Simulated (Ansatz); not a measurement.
## RhCl4, from a guessed structure to a relaxed one

Starting from a made-up structure for RhCl4, the aim is the relaxed cell, its shortest contacts and, where a second run follows, its electronic structure.

Program: Ansatz 0.2.0. Level of theory: DFT, r2SCAN, plane-wave PAW, files of the set soft_1, scalar-relativistic, no spin, cell and ions relaxed at zero pressure; PAW set soft_1, in the first sound run; inputs show where later runs differ. Results are calculated unless marked as measured.

## Step 1: The structure

Symmetry: Cmmm, No. 65, orthorhombic system. Conventional cell: a = 7.857 Å, b = 8.121 Å, c = 3.400 Å, α = 90.00°, β = 90.00°, γ = 90.00°. Rh has 6 Cl at 2.26 to 2.29 Å nearest. Nearest to Cl lie 1 Rh at 2.26 Å. Nearest to Cl lie 2 Rh at 2.29 Å. Farther neighbours and most contacts between anions are not listed.

## Step 2: Relaxing cell and atoms

The guess takes its coordinates from another compound and its volume from a rule, so the cell and any free coordinates are relaxed together.

File input.yaml:

```yaml
crystal:
  lattice:
    - [3.9285, -4.0605, 0.0]
    - [3.9285, 4.0605, 0.0]
    - [0.0, 0.0, 3.4]
  atoms:
    - { symbol: Rh, position: [0.0, 0.0, 0.0] }
    - { symbol: Cl, position: [0.7126, 0.7126, 0.0] }
    - { symbol: Cl, position: [0.2874, 0.2874, 0.0] }
    - { symbol: Cl, position: [0.1898, 0.8102, 0.5] }
    - { symbol: Cl, position: [0.8102, 0.1898, 0.5] }
kpoints:
  mp_grid: { grid: [5, 5, 8] }
scf:
  occupations: { method: fermi_dirac, width: 0.05 }
hamiltonian:
  xc: r2scan
  pseudopotentials: { kind: paw, azcp: { folder: soft_1 } }
relax:
  f_tol: 0.015
  max_steps: 70
  cell: {}
output:
  forces: true
  stress: true
```

The run is started by

```sh
$ ansatz run input.yaml --threads 4 --pin off --max-ram 8192MiB --backend cpu --events-out ev --progress --plain --runs-dir out
```

Numbers of over 12 decimals in the logs are rounded to 6 here.

The log of the run:

```text
Engine: ansatz 0.2.0, aarch64-unknown-linux-gnu
Pseudopotentials: kind: paw
Pseudopotential: Rh, paw, valence charge 17, recommended cutoff 500 eV (meta_gga), soft_1/Rh.paw.azcp
Pseudopotential: Cl, paw, valence charge 7, recommended cutoff 500 eV (meta_gga), soft_1/Cl.paw.azcp
Functional definition: r2SCAN
  parameter k0 = 0.174
  parameter k1 = 0.065
  parameter a1 = 4.9479
  exchange = r2scan_x(k0 = k0, k1 = k1, a1 = a1)
  correlation = r2scan_c
Crystal: 5 atoms, lattice volume = 108.471 Å³
Basis set: ecut = 500 eV, 2753 PW (Γ), exchange–correlation on 180×180×100 points (64 copies of the dense FFT grid, shifted against one another)
Bands: 28, of which v1, the nominal top of the filled ones, is band 23 counted from 1 (22 counted from 0)
Symmetry: 8 space group operations
Space group: Cmmm (ITA 65), of the structure as read, at distance tolerance 4.8e-5 Å
k-points: 45 of 200
Non-local potential: Rh, projectors of the file, l = 0: 3, l = 1: 2, l = 2: 2, l = 3: 1
Non-local potential: Cl, projectors of the file, l = 0: 2, l = 1: 2, l = 2: 1
PAW form: soft (Blöchl's): semilocal exchange-correlation on the pseudo side does not see the compensation charge
PAW frozen core: Rh, regenerated for the run's functional (the file was generated under x = pbe(κ = 0.804, μ = 0.219515), c = pbe(β = 0.066725))
PAW frozen core: Cl, regenerated for the run's functional (the file was generated under x = pbe(κ = 0.804, μ = 0.219515), c = pbe(β = 0.066725))
PAW one-centre angular grid: Rh, 590 points (default); XC on 160 Gauss nodes
PAW one-centre angular grid: Cl, 302 points (default); XC on 160 Gauss nodes
Initial density: superposition of atomic densities (chi_scale 0.1, normalization cell, long waves kept (reshape's long-wave potential 0.11 eV rms))
Initial wavefunctions: pseudopotential atomic-orbital guess
Functional: x = r2scan, c = r2scan; τ floored in thin density (d = 2e-4 eV/Å³)
SCF iter   1: F=—  HF=-10753.185391 eV  |F-HF|=—  |Δ(HF+E_count)|=         —  Δρ=6.29e-2  dr2=6.88e0  dr2_τ=3.15e-1  ethr=3.10e-3  ⟨swp⟩=9.2  Hψ=6958  notcnv=0
preconditioner: auto → LDOS  [metal: Δε(μ)=0.026 eV  Ē_g=11.501 eV  σ=0.050 eV  W_gap=0.13  n_scr=22 (ndim 8)  ℏωp=21.7 eV  f_vac=0.013  D(μ)=3.79/eV (n_scr^D=34)  β→1.0]
SCF iter   2: F=—  HF=-10752.970204 eV  |F-HF|=—  |Δ(HF+E_count)|=   2.15e-1  Δρ=5.01e-2  dr2=2.72e0  dr2_τ=3.21e-1  ethr=3.10e-3  ⟨swp⟩=4.9  Hψ=3682  notcnv=0  defer=40
SCF iter   3: F=—  HF=-10752.405466 eV  |F-HF|=—  |Δ(HF+E_count)|=   5.65e-1  Δρ=1.28e-2  dr2=6.91e-2  dr2_τ=1.35e-2  ethr=3.10e-3  ⟨swp⟩=3.4  Hψ=3093  notcnv=0  defer=45
SCF iter   4: F=—  HF=-10752.399568 eV  |F-HF|=—  |Δ(HF+E_count)|=   5.90e-3  Δρ=4.55e-3  dr2=1.57e-2  dr2_τ=2.11e-3  ethr=1.54e-4  ⟨swp⟩=2.6  Hψ=2643  notcnv=0  defer=45
SCF iter   5: F=—  HF=-10752.398171 eV  |F-HF|=—  |Δ(HF+E_count)|=   1.40e-3  Δρ=5.10e-4  dr2=2.58e-4  dr2_τ=2.21e-5  ethr=3.49e-5  ⟨swp⟩=1.9  Hψ=2029  notcnv=0  defer=45
SCF iter   6: F=—  HF=-10752.398242 eV  |F-HF|=—  |Δ(HF+E_count)|=   7.13e-5  Δρ=1.57e-4  dr2=5.43e-5  dr2_τ=8.23e-7  ethr=5.72e-7  ⟨swp⟩=2.8  Hψ=2003  notcnv=0  defer=45
SCF iter   7: F=—  HF=-10752.398250 eV  |F-HF|=—  |Δ(HF+E_count)|=   8.02e-6  Δρ=4.81e-5  dr2=3.46e-6  dr2_τ=1.98e-7  ethr=1.21e-7  ⟨swp⟩=2.4  Hψ=1720  notcnv=0  defer=45
SCF iter   8: F=—  HF=-10752.398250 eV  |F-HF|=—  |Δ(HF+E_count)|=   4.17e-7  Δρ=1.54e-5  dr2=2.51e-7  dr2_τ=2.61e-8  ethr=7.69e-9  ⟨swp⟩=2.8  Hψ=2234  notcnv=0  defer=45
SCF iter   9: F=-10752.398250 eV  HF=-10752.398250 eV  |F-HF|=3.22e-8  |Δ(HF+E_count)|=   3.72e-8  Δρ=4.80e-6  dr2=4.79e-8  dr2_τ=1.27e-9  ethr=2.22e-10  ⟨swp⟩=5.0  Hψ=4896  notcnv=0
SCF 1 converged in 9 iterations: F = -10752.398250 eV  dr2 = 4.79e-8
  greatest PAW one-centre occupation: 1.001 electrons in one spin orbital (limit 2), on the Rh atom at site 0 (counted from 0), in its partial waves of l = 0
relax step   1: F+E_penalty+E_count = -10752.39824962 eV  Δ(F+E_penalty+E_count) = +0.000e0 eV  max|allowed force component| = 8.779e-1 eV/Å  Δτ_max = 0.0000 Å  P = +4.475 GPa  Ω = 108.471 Å³  (9 SCF iters, dr2 threshold 1.00e-7 eV, accepted)
Crystal: 5 atoms, lattice volume = 117.464 Å³
Basis set: ecut = 500 eV, 3001 PW (Γ), exchange–correlation on 180×180×100 points (64 copies of the dense FFT grid, shifted against one another)
Initial density: handed on by an earlier stage of this run
Initial wavefunctions: those handed on with the density
iter 1 solved again at ethr=9.33e-5 eV; its pass at ethr=3.10e-3 eV (dr2=4.20e-2 eV) is discarded
SCF iter   1: F=—  HF=-10752.117798 eV  |F-HF|=—  |Δ(HF+E_count)|=         —  Δρ=4.75e-3  dr2=4.23e-2  dr2_τ=2.74e-1  ethr=9.33e-5  ⟨swp⟩=1.8  Hψ=8278  notcnv=0
preconditioner: auto → LDOS  [metal: Δε(μ)=0.019 eV  Ē_g=11.108 eV  σ=0.050 eV  W_gap=0.09  n_scr=22 (ndim 8)  ℏωp=20.8 eV  f_vac=0.078  D(μ)=5.23/eV (n_scr^D=46)  β→1.0]
SCF iter   2: F=—  HF=-10752.503718 eV  |F-HF|=—  |Δ(HF+E_count)|=   3.86e-1  Δρ=3.91e-3  dr2=1.29e-2  dr2_τ=6.77e-4  ethr=9.33e-5  ⟨swp⟩=4.2  Hψ=2800  notcnv=0  defer=1
SCF iter   3: F=—  HF=-10752.500537 eV  |F-HF|=—  |Δ(HF+E_count)|=   3.18e-3  Δρ=1.32e-3  dr2=2.50e-3  dr2_τ=1.76e-4  ethr=2.87e-5  ⟨swp⟩=2.1  Hψ=2488  notcnv=0  defer=4
SCF iter   4: F=—  HF=-10752.500550 eV  |F-HF|=—  |Δ(HF+E_count)|=   1.28e-5  Δρ=7.24e-4  dr2=8.92e-4  dr2_τ=3.37e-5  ethr=5.55e-6  ⟨swp⟩=2.3  Hψ=2034  notcnv=0  defer=4
SCF iter   5: F=—  HF=-10752.500463 eV  |F-HF|=—  |Δ(HF+E_count)|=   8.61e-5  Δρ=3.86e-4  dr2=3.77e-4  dr2_τ=3.54e-6  ethr=1.98e-6  ⟨swp⟩=1.0  Hψ=1256  notcnv=0  defer=4
SCF iter   6: F=—  HF=-10752.500432 eV  |F-HF|=—  |Δ(HF+E_count)|=   3.14e-5  Δρ=2.36e-4  dr2=1.08e-4  dr2_τ=1.43e-6  ethr=8.39e-7  ⟨swp⟩=1.0  Hψ=1256  notcnv=0  defer=4
SCF iter   7: F=—  HF=-10752.500422 eV  |F-HF|=—  |Δ(HF+E_count)|=   1.04e-5  Δρ=8.17e-5  dr2=7.75e-6  dr2_τ=4.96e-7  ethr=2.40e-7  ⟨swp⟩=1.5  Hψ=1308  notcnv=0  defer=4
SCF iter   8: F=—  HF=-10752.500421 eV  |F-HF|=—  |Δ(HF+E_count)|=   3.89e-7  Δρ=2.11e-5  dr2=8.59e-7  dr2_τ=2.67e-8  ethr=1.72e-8  ⟨swp⟩=2.4  Hψ=2088  notcnv=0  defer=4
SCF iter   9: F=-10752.500421 eV  HF=-10752.500421 eV  |F-HF|=1.62e-7  |Δ(HF+E_count)|=   4.19e-8  Δρ=1.22e-5  dr2=2.00e-7  dr2_τ=1.91e-8  ethr=1.11e-9  ⟨swp⟩=5.0  Hψ=4873  notcnv=0
SCF 2 converged in 9 iterations: F = -10752.500421 eV  dr2 = 2.00e-7
relax step   2: F+E_penalty+E_count = -10752.50042100 eV  Δ(F+E_penalty+E_count) = -1.022e-1 eV  max|allowed force component| = 1.710e-1 eV/Å  Δτ_max = 0.0409 Å  P = +0.357 GPa  Ω = 117.464 Å³  energy of the carried Pulay correction = -6.346e-4 eV  (9 SCF iters, dr2 threshold 5.00e-7 eV, accepted)
Crystal: 5 atoms, lattice volume = 117.651 Å³
Basis set: ecut = 500 eV, 3017 PW (Γ), exchange–correlation on 180×180×100 points (64 copies of the dense FFT grid, shifted against one another)
iter 1 solved again at ethr=8.16e-6 eV; its pass at ethr=3.10e-3 eV (dr2=3.67e-3 eV) is discarded
SCF iter   1: F=—  HF=-10752.497279 eV  |F-HF|=—  |Δ(HF+E_count)|=         —  Δρ=2.23e-3  dr2=4.07e-3  dr2_τ=1.20e-2  ethr=8.16e-6  ⟨swp⟩=2.0  Hψ=8096  notcnv=0
preconditioner: auto → LDOS  [metal: Δε(μ)=0.013 eV  Ē_g=11.163 eV  σ=0.050 eV  W_gap=0.07  n_scr=22 (ndim 8)  ℏωp=20.8 eV  f_vac=0.068  D(μ)=4.26/eV (n_scr^D=38)  β→1.0]
SCF iter   2: F=—  HF=-10752.506404 eV  |F-HF|=—  |Δ(HF+E_count)|=   9.13e-3  Δρ=8.78e-4  dr2=7.87e-4  dr2_τ=5.83e-5  ethr=8.16e-6  ⟨swp⟩=2.0  Hψ=2457  notcnv=0
SCF iter   3: F=—  HF=-10752.506283 eV  |F-HF|=—  |Δ(HF+E_count)|=   1.22e-4  Δρ=4.03e-4  dr2=4.32e-4  dr2_τ=1.01e-5  ethr=1.75e-6  ⟨swp⟩=3.0  Hψ=2629  notcnv=0
SCF iter   4: F=—  HF=-10752.506239 eV  |F-HF|=—  |Δ(HF+E_count)|=   4.32e-5  Δρ=2.87e-4  dr2=1.87e-4  dr2_τ=1.15e-6  ethr=9.61e-7  ⟨swp⟩=1.0  Hψ=1260  notcnv=0
SCF iter   5: F=—  HF=-10752.506224 eV  |F-HF|=—  |Δ(HF+E_count)|=   1.56e-5  Δρ=1.32e-4  dr2=3.92e-5  dr2_τ=6.78e-7  ethr=4.15e-7  ⟨swp⟩=1.0  Hψ=1260  notcnv=0
SCF iter   6: F=—  HF=-10752.506221 eV  |F-HF|=—  |Δ(HF+E_count)|=   3.22e-6  Δρ=4.88e-5  dr2=4.12e-6  dr2_τ=9.16e-8  ethr=8.72e-8  ⟨swp⟩=1.1  Hψ=1281  notcnv=0
SCF iter   7: F=-10752.506221 eV  HF=-10752.506221 eV  |F-HF|=5.12e-8  |Δ(HF+E_count)|=   5.03e-8  Δρ=8.47e-6  dr2=8.32e-8  dr2_τ=6.31e-9  ethr=1.11e-9  ⟨swp⟩=4.0  Hψ=5590  notcnv=0
SCF 3 converged in 7 iterations: F = -10752.506221 eV  dr2 = 8.32e-8
relax step   3: F+E_penalty+E_count = -10752.50622060 eV  Δ(F+E_penalty+E_count) = -5.800e-3 eV  max|allowed force component| = 7.540e-2 eV/Å  Δτ_max = 0.0145 Å  P = -0.081 GPa  Ω = 117.651 Å³  energy of the carried Pulay correction = -6.472e-4 eV  (7 SCF iters, dr2 threshold 5.00e-7 eV, accepted)
[...]
relax step   4: F+E_penalty+E_count = -10752.50871025 eV  Δ(F+E_penalty+E_count) = -2.490e-3 eV  max|allowed force component| = 2.994e-2 eV/Å  Δτ_max = 0.0193 Å  P = -0.053 GPa  Ω = 118.988 Å³  energy of the carried Pulay correction = -7.371e-4 eV  (7 SCF iters, dr2 threshold 3.55e-7 eV, accepted)
[...]
relax step   5: F+E_penalty+E_count = -10752.51012948 eV  Δ(F+E_penalty+E_count) = -1.419e-3 eV  max|allowed force component| = 1.337e-2 eV/Å  Δτ_max = 0.0212 Å  P = -0.004 GPa  Ω = 119.897 Å³  energy of the carried Pulay correction = -7.977e-4 eV  (8 SCF iters, dr2 threshold 5.60e-8 eV, accepted)
[...]
relax step   6: F+E_penalty+E_count = -10752.51046444 eV  Δ(F+E_penalty+E_count) = -3.350e-4 eV  max|allowed force component| = 8.992e-3 eV/Å  Δτ_max = 0.0117 Å  P = +0.006 GPa  Ω = 119.949 Å³  energy of the carried Pulay correction = -8.011e-4 eV  (10 SCF iters, accepted)
[...]
relax step   7: F+E_penalty+E_count = -10752.51051636 eV  Δ(F+E_penalty+E_count) = -5.192e-5 eV  max|allowed force component| = 1.764e-3 eV/Å  Δτ_max = 0.0039 Å  P = -0.003 GPa  Ω = 119.763 Å³  energy of the carried Pulay correction = -7.888e-4 eV  (10 SCF iters, accepted)
Initial wavefunctions: pseudopotential atomic-orbital guess (no wavefunctions were taken with the density)
iter 1 solved again at ethr=2.03e-6 eV; its pass at ethr=3.10e-3 eV (dr2=9.15e-4 eV) is discarded
SCF iter   1: F=—  HF=-10752.504684 eV  |F-HF|=—  |Δ(HF+E_count)|=         —  Δρ=5.64e-4  dr2=1.13e-5  dr2_τ=1.75e-5  ethr=2.03e-6  ⟨swp⟩=3.0  Hψ=10515  notcnv=0
preconditioner: auto → LDOS  [metal: Δε(μ)=0.067 eV  Ē_g=11.179 eV  σ=0.050 eV  W_gap=0.29  n_scr=26 (ndim 8)  ℏωp=20.6 eV  f_vac=0.085  D(μ)=4.38/eV (n_scr^D=38)  β→1.0]
SCF iter   2: F=—  HF=-10752.511683 eV  |F-HF|=—  |Δ(HF+E_count)|=   7.00e-3  Δρ=3.39e-5  dr2=3.23e-6  dr2_τ=1.33e-7  ethr=2.52e-8  ⟨swp⟩=3.1  Hψ=2981  notcnv=0
SCF iter   3: F=—  HF=-10752.511683 eV  |F-HF|=—  |Δ(HF+E_count)|=   3.77e-7  Δρ=2.17e-5  dr2=4.76e-7  dr2_τ=1.01e-7  ethr=7.18e-9  ⟨swp⟩=3.0  Hψ=2578  notcnv=0
SCF iter   4: F=—  HF=-10752.511683 eV  |F-HF|=—  |Δ(HF+E_count)|=   1.09e-7  Δρ=6.51e-6  dr2=9.01e-8  dr2_τ=1.30e-8  ethr=1.06e-9  ⟨swp⟩=2.8  Hψ=2690  notcnv=0
SCF iter   5: F=—  HF=-10752.511683 eV  |F-HF|=—  |Δ(HF+E_count)|=   1.68e-8  Δρ=2.68e-6  dr2=1.19e-8  dr2_τ=1.23e-9  ethr=2.00e-10  ⟨swp⟩=2.5  Hψ=1930  notcnv=0
SCF iter   6: F=—  HF=-10752.511683 eV  |F-HF|=—  |Δ(HF+E_count)|=   1.04e-9  Δρ=9.61e-7  dr2=2.12e-9  dr2_τ=8.48e-11  ethr=2.64e-11  ⟨swp⟩=2.2  Hψ=1981  notcnv=0
SCF iter   7: F=—  HF=-10752.511683 eV  |F-HF|=—  |Δ(HF+E_count)|=  8.73e-11  Δρ=5.05e-7  dr2=4.92e-10  dr2_τ=9.66e-12  ethr=4.71e-12  ⟨swp⟩=2.0  Hψ=2013  notcnv=0
SCF iter   8: F=—  HF=-10752.511683 eV  |F-HF|=—  |Δ(HF+E_count)|=  3.09e-11  Δρ=2.63e-7  dr2=1.41e-10  dr2_τ=2.08e-12  ethr=1.09e-12  ⟨swp⟩=1.1  Hψ=1265  notcnv=0
SCF iter   9: F=-10752.511683 eV  HF=-10752.511683 eV  |F-HF|=1.82e-12  |Δ(HF+E_count)|=  7.28e-12  Δρ=8.52e-8  dr2=1.16e-11  dr2_τ=6.83e-13  ethr=1.00e-12  ⟨swp⟩=5.0  Hψ=4730  notcnv=0
SCF 8 converged in 9 iterations: F = -10752.511683 eV  dr2 = 1.16e-11
relax step   8: F+E_penalty+E_count = -10752.51168343 eV  Δ(F+E_penalty+E_count) = -1.167e-3 eV  max|allowed force component| = 1.479e-3 eV/Å  Δτ_max = 0.0000 Å  P = +0.004 GPa  Ω = 119.763 Å³  stress off target by 1.02e-2 GPa  SCF on the basis re-selected at this cell (its energy is not comparable with the rows above)  (9 SCF iters)
basis re-selected at this cell: Δ(F+E_penalty+E_count) = -1.167e-3 eV, ΔP = +0.007 GPa vs the last step (what re-selecting the basis moved, of the pressure what is left beyond the Pulay correction that the steps carried, after the strain that the cell walked since its last selection, with what the two solves' SCF thresholds leave and, on support functions, any second-order correction that the steps lacked; it is no m [...]
SCF converged after 9 iterations
Free energy (F): -10752.511683 eV
Harris-Foulkes:  -10752.511683 eV  (|F-HF|=1.82e-12)
Internal energy: -10752.474071 eV  (E = F + TS)
E sigma→0 (E₀):  -10752.492877 eV
Entropy (-TS):   -0.037612 eV (-7.522 meV/atom)
Fermi energy:    3.285756 eV
--- Per-component energies (eV) ---
  E_band       = -498.227841
  E_kinetic    = 1140.840409
  E_local      = -4735.257806  (includes V_loc(G=0)·N_el)
  E_nonlocal   = 422.287666
  E_hartree    = 1859.365986
  E_xc         = -605.444729
  E_vxc        = -787.827561  (∫ρ·V_xc dr)
  E_paw        = -6289.289316  (= ΣΔE_a)
  E_vpaw       = -302.546420  (= ΣTr[D̂ρ^β])
  E_aug_tail   = -0.000044  (compensation charges beyond the density's cutoff)
  E_vtau       = 45.543885  (kinetic-family band-sum trace: ∫τ·v_τ [+ j·A + Jᵃ·Aᵃ] dr)
  E_ewald      = -2544.060654
  E_core_change = -0.915582  (= ΣΔE_core)
  E_smearing   = -0.037612  (= −TS)
  E_closure    = 0.000000  (closes the sum)
  Σ components = -10752.511683   (vs F -10752.511683, Δ=0.00e0)
--- Forces (eV/Å), atoms counted from 1 ---
  atom   1  Rh     0.00000000     0.00000000     0.00000000
  atom   2  Cl    -0.00054162    -0.00000000     0.00000000
  atom   3  Cl     0.00054162     0.00000000    -0.00000000
  atom   4  Cl     0.00000000    -0.00147857     0.00000000
  atom   5  Cl    -0.00000000     0.00147857    -0.00000000
  max |Σ_I F_I| component: 6.94e-18 eV/Å
--- Stress (GPa, compression-positive) ---
       -0.000589      -0.000000       0.000000
       -0.000000       0.010174      -0.000000
        0.000000      -0.000000       0.001827
  P = ⅓ Tr σ = 0.0038 GPa (0.038 kbar)
--- Relaxed structure (7 steps of the walk, 7 accepted, 1 SCFs on fresh bases) ---
  F+E_penalty+E_count = -10752.51168343 eV   max|allowed force component| = 1.479e-3 eV/Å   (the final SCF, on the basis selected at the relaxed cell)
  cell:  # Å, volume = 119.7635 Å³
    - [3.987466, -4.417637, -1.9787937089441667e-17]
    - [3.987466, 4.417637, 1.9787937089441673e-17]
    - [0, 1.6569138309100277e-17, 3.399439]
  atoms:
    - { symbol: Rh, position: [-2.1648055453823172e-19, 0, 0] }
    - { symbol: Cl, position: [0.714703, 0.714703, 0] }
    - { symbol: Cl, position: [0.285297, 0.285297, 0] }
    - { symbol: Cl, position: [0.183314, 0.816686, 0.5] }
    - { symbol: Cl, position: [0.816686, 0.183314, 0.5] }
```

Wall time 40 s (4 threads of Arm Neoverse V2, shared host); peak memory 0.7 GiB; 2.6 min of CPU time.

This run has no spin polarisation although its electron count is odd.

Relaxation path:

| step | energy less that of the first step (eV) | largest force component (eV/Å) | pressure (GPa) | volume (Å³) |
| --- | --- | --- | --- | --- |
| 1 | 0.0000 | 0.8779 | 4.47 | 108.47 |
| 2 | -0.1022 | 0.1710 | 0.36 | 117.46 |
| 3 | -0.1080 | 0.0754 | -0.08 | 117.65 |
| 4 | -0.1105 | 0.0299 | -0.05 | 118.99 |
| 5 | -0.1119 | 0.0134 | 0.00 | 119.90 |
| 6 | -0.1122 | 0.0090 | 0.01 | 119.95 |
| 7 | -0.1123 | 0.0018 | 0.00 | 119.76 |
| 8* | -0.1134 | 0.0015 | 0.00 | 119.76 |

Relaxation steps marked * repeat the geometry before them on a plane-wave basis chosen anew for their cell, so energy and pressure can jump there.

Forces are held to the 8 operations that the run works with; a distortion that breaks them can't arise in this run.

| conventional cell, symmetrised | before | after | change |
| --- | --- | --- | --- |
| a (Å) | 7.857 | 7.975 | +1.5 % |
| b (Å) | 8.121 | 8.835 | +8.8 % |
| c (Å) | 3.400 | 3.399 | -0.0 % |
| volume (Å³/atom) | 21.69 | 23.95 | +10.4 % |

The atoms that moved most (Å, as changes of fractional coordinates times the final cell):

| atom | dx | dy | dz | length |
| --- | --- | --- | --- | --- |
| Cl4 | 0.000 | 0.057 | 0.000 | 0.057 |
| Cl5 | 0.000 | -0.057 | 0.000 | 0.057 |
| Cl3 | -0.017 | 0.000 | 0.000 | 0.017 |
| Cl2 | 0.017 | 0.000 | 0.000 | 0.017 |

Final coordinates:

```xyz
5
Lattice="3.9875 -4.4176 0.0000 3.9875 4.4176 0.0000 0.0000 0.0000 3.3994" Properties=species:S:1:pos:R:3 pbc="T T T"
Rh    0.0000    0.0000    0.0000
Cl    5.6997    0.0000    0.0000
Cl    2.2752    0.0000    0.0000
Cl    3.9875    2.7980    1.6997
Cl    3.9875   -2.7980    1.6997
```

This step gave:

```
free energy             : -10752.5117 eV
energy at zero smearing : -10752.4929 eV
smearing term TS        : 0.03761 eV
Fermi energy            : 3.286 eV
electrons               : 45
symmetry operations     : 8
pressure                : 0.003804 GPa
```

The shortest distance of each pair, which need not be the same contact before and after:

| pair | guess (Å) | relaxed (Å) |
| --- | --- | --- |
| Cl–Rh | 2.258 | 2.275 |
| Cl–Cl | 3.083 | 3.239 |
| Rh–Rh | 3.400 | 3.399 |

The relaxation ends with a largest force component of 0.0015 eV/Å and a pressure of 0.00 GPa.

(Part 1 of 2 ends here.)

[Logs are printed without paths, hosts, clocks, repeated set-up lines and the standing remarks that a program may print on its own settings, such as how far it seeks lower states.]

[Hosts, paths, dates, database ids (printed as entryN), source tags and the programs' standing remarks are cut or masked in the printed files.]
